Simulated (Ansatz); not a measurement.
# BaSr2Ti3O9 (perovskite [001] superlattice) (P4mm): the gap up the ladder of methods, part 2 of 2

What gap does each level of theory give for BaSr2Ti3O9 (perovskite [001] superlattice) (P4mm), and in what time?

Ansatz 0.2.0; density functionals, hybrids and G0W0, plane waves, PAW. Known limits of the many-body steps: finite bands, screening cutoff and k mesh; no spin-orbit coupling in G0W0.

So far. Step 3 (PBEsol+SOC on the 6×6×2 mesh): Over mesh and listed points the gap is 1.855 eV, from k = (0.500, 0.500, 0.500) to k = Γ. The least direct gap found is 2.224 eV, at k = Γ. PBEsol+SOC against PBEsol: 1.855 − 1.856 = −0.001 eV, with the same mesh, set of files (read in its fully relativistic form for the spin-orbit run) and cutoff, and both edges at the same k points.

The structure was built from a prototype and need not be the compound's stable phase.

### 5. G0W0@PBEsol, 6×6×2 mesh, 609 empty bands, screening to 130 eV, PAW set soft_1 files

G0W0 replaces the xc potential by a self-energy built once from the orbitals of the start. Levels are corrected in the window of bands that the input names, at points of the mesh.

This step: G0W0 on PBEsol, plane waves, PAW; PAW set soft_1.

The input, input.yaml:

```yaml
crystal:
  lattice:
    - [3.9123432176, 0.0, 0.0]
    - [0.0, 3.9123432176, 0.0]
    - [0.0, 0.0, 11.8381029905]
  atoms:
    - { symbol: Sr, position: [0.0, 0.0, 0.0869191166] }
    - { symbol: O, position: [0.5, 0.5, 0.0801360104] }
    - { symbol: Ti, position: [0.5, 0.5, 0.2527204528] }
    - { symbol: O, position: [0.5, 0.0, 0.244166961] }
    - { symbol: O, position: [0.0, 0.5, 0.244166961] }
    - { symbol: Sr, position: [0.0, 0.0, 0.4160386449] }
    - { symbol: O, position: [0.5, 0.5, 0.4094797844] }
    - { symbol: Ti, position: [0.5, 0.5, 0.5819432431] }
    - { symbol: O, position: [0.5, 0.0, 0.5715622087] }
    - { symbol: O, position: [0.0, 0.5, 0.5715622087] }
    - { symbol: Ba, position: [0.0, 0.0, 0.74974787] }
    - { symbol: O, position: [0.5, 0.5, 0.7421089578] }
    - { symbol: Ti, position: [0.5, 0.5, 0.9241821691] }
    - { symbol: O, position: [0.5, 0.0, 0.9174443591] }
    - { symbol: O, position: [0.0, 0.5, 0.9174443591] }
kpoints:
  mp_grid: { grid: [6, 6, 2] }
hamiltonian:
  xc: pbesol
  pseudopotentials: { kind: paw, azcp: { folder: soft_1 }, xc_functional: pbe }
scf:
  occupations: { method: fixed }
gw:
  n_empty_bands: 609
  ecut_chi: 130.0
  qp_bands: [v4, c4]
  qp_kpoints: band_edges
  screening: { model: contour_deformation }
```

Launch:

```console
$ ansatz run input.yaml --threads 3 --pin off --max-ram 92160MiB --backend cuda --events-out ev --progress --plain --runs-dir out --devices 1 --max-vram 13GiB
```

Numbers of over 12 decimals in the logs are rounded to 6 here.

The program printed:

```text
GPUs: using 1 of 1 available (devices: 1).
[...]
GPU FFT provider: cuFFT
GPU libraries: cuBLAS 13.8.2, cuFFT 12.4.0, cuSOLVER 12.3.4
Crystal: 15 atoms, lattice volume = 181.199 Å³
Basis set: ecut = 420 eV, 3567 PW (Γ)
Bands: 75, of which v1, the nominal top of the filled ones, is band 60 counted from 1 (59 counted from 0)
Symmetry: 8 space group operations
[...]
k-points: 20 of 72
[...]
0    64     12.1872   -13.0448    -6.0988   -20.4153  0.7431    13.4891    13.4590  root
[...]
19    61     14.0704   -14.6345    -7.2353   -23.1861  0.6932    15.4456    15.3867  root
    19    62     14.0704   -14.6345    -7.2353   -23.1861  0.6932    15.4456    15.3867  root
    19    63     14.0955   -14.7500    -7.2037   -23.2816  0.6936    15.4832    15.4234  root
    19    64     14.0955   -14.7500    -7.2037   -23.2816  0.6936    15.4832    15.4234  root
[key lines of the parts left out:]
SCF converged after 12 iterations
Free energy (F): -25342.166740 eV
Fermi energy:    10.126543 eV
```

It took 3.5 min on 1 × NVIDIA H100 80GB HBM3 (shared by 6 runs) with 3 threads of AMD EPYC 7R13 (Zen 3), shared host; peak memory 3.5 GiB.

Numbers from this step:

| Property | Result |
| --- | --- |
| bands summed | 669 |
| RPA ε∞ on this mesh (eigenvalues) | 5.782, 6.125, 6.125 |
| plane waves in the screening matrix | 619 |
| G0W0 gap over the corrected points | 3.530 eV |
| k of the valence top | -0.5, -0.5, -0.5 |
| k of the conduction bottom | 0, 0, 0 |
| starting gap on the mesh | 1.856 eV |
| Z at the valence top | 0.7225 |
| Z at the conduction bottom | 0.7445 |
| least direct G0W0 gap over the corrected points | 3.899 eV |

Over 17 of 20 irreducible mesh points the G0W0 gap is 3.530 eV, from k = (-0.500, -0.500, -0.500) to k = Γ. The PBEsol gap of this run on the mesh is 1.856 eV. The two states that bound the G0W0 gap lie that far apart at the start, so the correction of the gap is 3.530 − 1.856 = +1.674 eV.

### 6. All levels together

Each gap is the least one over the points named; times are wall times on shared hosts, not benchmarks. A G0W0 time includes the run's own self-consistent start. Runs with listed points see these and the mesh alone, so an edge that moves elsewhere is missed. Rows marked * are further runs, not shown as steps, whose inputs differ from the G0W0 step on the same start in the columns given; solver thresholds can differ too. Symmetry makes (0.500, 0.500, 0.500) and (-0.500, -0.500, -0.500) one point.

```
       level   mesh       files, cutoff  bands summed, screening                            points  gap (eV)               valence top  conduction bottom  least direct gap (eV)     time
      PBEsol  6×6×2  soft_1 PAW, 420 eV                        -                     mesh and path     1.856     (0.500, 0.500, 0.500)                  Γ                  2.257    9.9 s
  PBEsol+SOC  6×6×2  soft_1 PAW, 420 eV                        -            mesh and listed points     1.855     (0.500, 0.500, 0.500)                  Γ                  2.224     10 s
       HSE06  4×4×2  soft_1 PAW, 420 eV                        -            mesh and listed points     3.352     (0.500, 0.500, 0.500)                  Γ                  3.762     36 s
G0W0@PBEsol*  6×6×2  soft_1 PAW, 420 eV               214, 52 eV  17 of 20 irreducible mesh points     3.737  (-0.500, -0.500, -0.500)                  Γ                  4.067     55 s
 G0W0@PBEsol  6×6×2  soft_1 PAW, 420 eV              669, 130 eV  17 of 20 irreducible mesh points     3.530  (-0.500, -0.500, -0.500)                  Γ                  3.899  3.5 min
```

### 7. Results

| Quantity | Value |
| --- | --- |
| PBEsol, over mesh and path | 1.856 eV |
| PBEsol+SOC, over mesh and listed points | 1.855 eV |
| HSE06, over mesh and listed points | 3.352 eV |
| G0W0@PBEsol (669 bands, 6×6×2), over 17 of 20 irreducible mesh points | 3.530 eV |
| known limits | finite bands, screening cutoff and k mesh; no spin-orbit coupling in G0W0 |

The rows run from 1.855 eV (PBEsol+SOC) to 3.737 eV (G0W0@PBEsol (214 bands, 6×6×2)). They differ in mesh, bands and screening cutoff of G0W0 and the points over which the gap was sought as well as in level, so only pairs that share these are like for like. PBEsol+SOC against PBEsol: 1.855 − 1.856 = −0.001 eV, with the same mesh, set of files (read in its fully relativistic form for the spin-orbit run) and cutoff, and both edges at the same k points. The spin-orbit run sees mesh and listed points alone, so its gap is an upper bound: the coupling can move an edge off these points, the more so as this crystal has no centre of inversion, and the change over the zone, its sign included where it is small, is not known. G0W0@PBEsol (669 bands, 6×6×2) moves the gap of its own start on the mesh by 3.530 − 1.856 = +1.674 eV, between the same two levels. Both edges that PBEsol shows over mesh and path lie at k points where levels were corrected. Levels at other points were not corrected, so a lower G0W0 gap elsewhere in the zone is not ruled out. What spin-orbit coupling does to the G0W0 levels was not computed, so no sum with the G0W0 gap is formed. For G0W0@PBEsol: from 214 bands and 52 eV to 669 bands and 130 eV the gap moves by 3.530 − 3.737 = −0.207 eV; bands and screening cutoff rise together, so their parts are not told apart. Two runs can't test a law of convergence, so the limit is not known. The G0W0 runs are scalar-relativistic. No pair of G0W0 runs that differ in the mesh alone is shown (6×6×2 is a supercell whose nearest images lie 23 Å apart), so the error from the mesh is not known here. G0W0 is shown with one set of atomic data (soft_1 PAW), so the error from the files is not known here.

[Paths, hosts, dates, memory and timing lines, banners, echoed tables and standing remarks are left out of the program output.]

[Logs are printed without paths, hosts, clocks, repeated set-up lines and the standing remarks that a program may print on its own settings, such as how far it seeks lower states.]

[Runs of the session that timed out or met a known fault of the program may be left out.]

[Cells called generated may have been cut or substituted from an entry of the Crystallography Open Database or the Materials Project.]

[Hosts, paths, dates, database ids (printed as entryN), source tags and the programs' standing remarks are cut or masked in the printed files.]

[Where an RPA ε∞ is given, it is that of the G0W0 mesh and is not shown converged in it. Names of k-points follow the symmetry that the program found, which can be lower than the space group named. Band edges on a path are those of the sampled points; other points can move an edge, and change direct to indirect where valleys lie close.]

[Hybrid gaps are those of their k-mesh and are not shown converged in it.]
